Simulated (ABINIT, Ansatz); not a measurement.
**WS2 (Tungstenite): changed settings of a GW run in ABINIT**

A base run on WS2 (Tungstenite), then changed inputs.

Method: PBE and many-body steps on it, plane waves, in ABINIT 10.8.3.

Report form: the programs' logs are mostly left out.

## (1) Set-up

Symmetry: P6_3/mmc, No. 194, hexagonal system. Conventional cell: a = 3.153 Å, b = 3.153 Å, c = 12.323 Å, α = 90.00°, β = 90.00°, γ = 120.00°. Nearest to W lie 6 S at 2.40 Å. Nearest to S lie 3 W at 2.40 Å. Farther neighbours and most contacts between anions are not listed.

The cell and positions come from the Crystallography Open Database and are kept as given unless a step says otherwise. Spin-orbit coupling is left out unless a step names it.

## (2) Screening, 6×6×1 mesh, 303 bands, screening to 176.9 eV

This step: ABINIT 10.8.3; RPA screening on PBE, plane waves, norm-conserving pseudopotentials.

The RPA dielectric matrix is built and inverted for each q.

run.abi

```
acell 3*1.0 Angstrom
rprim 
  3.153199999992 0.000000000002 0.000000000000
  -1.576599999998 2.730751303206 0.000000000000
  0.000000000000 0.000000000000 12.323000000000
ntypat 2
znucl 74 16
natom 6
typat 1 1 2 2 2 2
xred 
  0.333333333333 0.666666666667 0.250000000000
  0.666666666667 0.333333333333 0.750000000000
  0.333333333333 0.666666666667 0.622500000000
  0.666666666667 0.333333333333 0.122500000000
  0.333333333333 0.666666666667 0.877500000000
  0.666666666667 0.333333333333 0.377500000000
pp_dirpath "pseudos"
pseudos "W.upf, S.upf"
ecut 31
ngkpt 6 6 1
nshiftk 1
shiftk 0 0 0
kptopt 1
chksymbreak 0
istwfk *1
occopt 1
irdwfk 1
optdriver 3
nband 303
ecuteps 6.5
inclvkb 2
awtr 1
symchi 1
indata_prefix "in"
outdata_prefix "out"
tmpdata_prefix "tmp"
```

Started as:

```bash
OMP_NUM_THREADS=1 mpirun -n 4 abinit run.abi > log
```

Wall time 7.1 min (4 MPI ranks of Arm Neoverse V1, shared host); peak memory 2.3 GiB; 28 min of CPU time.

Numbers from this step:

```
ε∞ with local fields, on this mesh, along the program's q direction : 13.51
the same without local fields                                       : 15.08
plasma frequency                                                    : 25.99 eV
plane waves in the screening matrix                                 : 573
```

Local fields lower ε∞ by 10 %. On a Γ-centred mesh this coarse the value itself is usually too large, while a short band sum pulls it down.

## (3) Base

The self-energy is evaluated for the states that the input lists, and the levels follow from it, in one-shot runs by the linearised quasiparticle equation.

This step: G0W0 on PBE, plane waves, norm-conserving pseudopotentials.

Edit run.abi of step 2 so:

```diff
@@ -27,8 +27,19 @@
 irdwfk 1
-optdriver 3
+optdriver 4
 nband 303
+gwcalctyp 0
+ecutsigx 31
+symsigma 1
+nkptgw 3
+kptgw 
+  0.0000000000 0.0000000000 0.0000000000
+  0.1666666667 0.1666666667 0.0000000000
+  0.3333333333 0.3333333333 0.0000000000
+bdgw 
+  25 28
+  25 28
+  25 28
 ecuteps 6.5
-inclvkb 2
-awtr 1
-symchi 1
+irdscr 1
+ppmodel 1
 indata_prefix "in"
```

Elapsed: 3 min, on 4 MPI ranks; peak memory 2.3 GiB.

This step gave:

| Quantity | Value |
| --- | --- |
| G0W0 gap on the points computed | 1.324 eV |
| starting gap on the mesh | 0.9807 eV |
| k of the valence top | 0, 0, 0 |
| k of the conduction bottom | 0.1667, 0.1667, 0 |
| Z at the valence top | 0.784 |
| Z at the conduction bottom | 0.793 |
| least direct G0W0 gap on the computed points | 2.395 eV |

The gap on the mesh goes from 0.98 eV to 1.32 eV, a correction of +0.34 eV.

## (4) Point off the mesh

Edit run.abi of step 3 so:

```diff
@@ -32,11 +32,7 @@
 symsigma 1
-nkptgw 3
+nkptgw 1
 kptgw 
-  0.0000000000 0.0000000000 0.0000000000
-  0.1666666667 0.1666666667 0.0000000000
-  0.3333333333 0.3333333333 0.0000000000
+  0.137 0.291 0
 bdgw 
-  25 28
-  25 28
-  25 28
+  26 27
 ecuteps 6.5
```

The job ended after 3.1 s (4 MPI ranks; peak memory 0.2 GiB).

The run stopped with an error after 3.1 s.

The program's words: k-point [ 1.3700E-01,  2.9100E-01,  0.0000E+00]  not in the list of k points treated in the preparatory SCF run. Change kptgw, or shiftk of previous run.

The fault put into this input: point off the mesh.

## (5) Side by side

Times are wall times on 4 MPI ranks of Arm Neoverse V1, shared host, good to a factor of about two. A run's time includes the screening step that it read.

```csv
run,mesh,bands,screening cutoff (eV),DFT gap (eV),gap on the mesh (eV),direct (eV),ε∞ used,time
base,6×6×1,303,176.9,0.981,1.324,2.395,13.51,10 min
```

## (6) Results

```
base         : 1.324 eV
known limits : not at the basis limit; no spin-orbit coupling; coarse k mesh
```

Bands and cutoff are finite, so the gap is not at the basis limit. The miss can reach some tenths of an eV and take either sign; the mesh is an error of its own. In the G0W0 run levels were corrected at 3 k points alone, so a gap called «on the mesh» is the least over those, and an edge elsewhere would be missed. The 6×6×1 mesh is coarse for this cell, which bears on the long-range parts of exchange and screening. The many-body steps are scalar-relativistic: spin-orbit coupling is not in them.

[Paths, hosts, dates, memory and timing lines, banners, echoed tables and standing remarks are left out of the program output.]

[Logs are printed without paths, hosts, clocks, repeated set-up lines and the standing remarks that a program may print on its own settings, such as how far it seeks lower states.]

[Runs of the session that timed out or met a known fault of the program may be left out.]

[Hosts, paths, dates, database ids (printed as entryN), source tags and the programs' standing remarks are cut or masked in the printed files.]

[G0W0 gaps are taken among the corrected bands and points alone; a level outside them can change the order at an edge.]

[Where Ansatz stands beside ABINIT at settings called matched, ABINIT's density can come from a denser mesh and the files from another edition; pairs whose starting gaps differed by over 0.03 eV were left out, so agreement reads better than it is.]
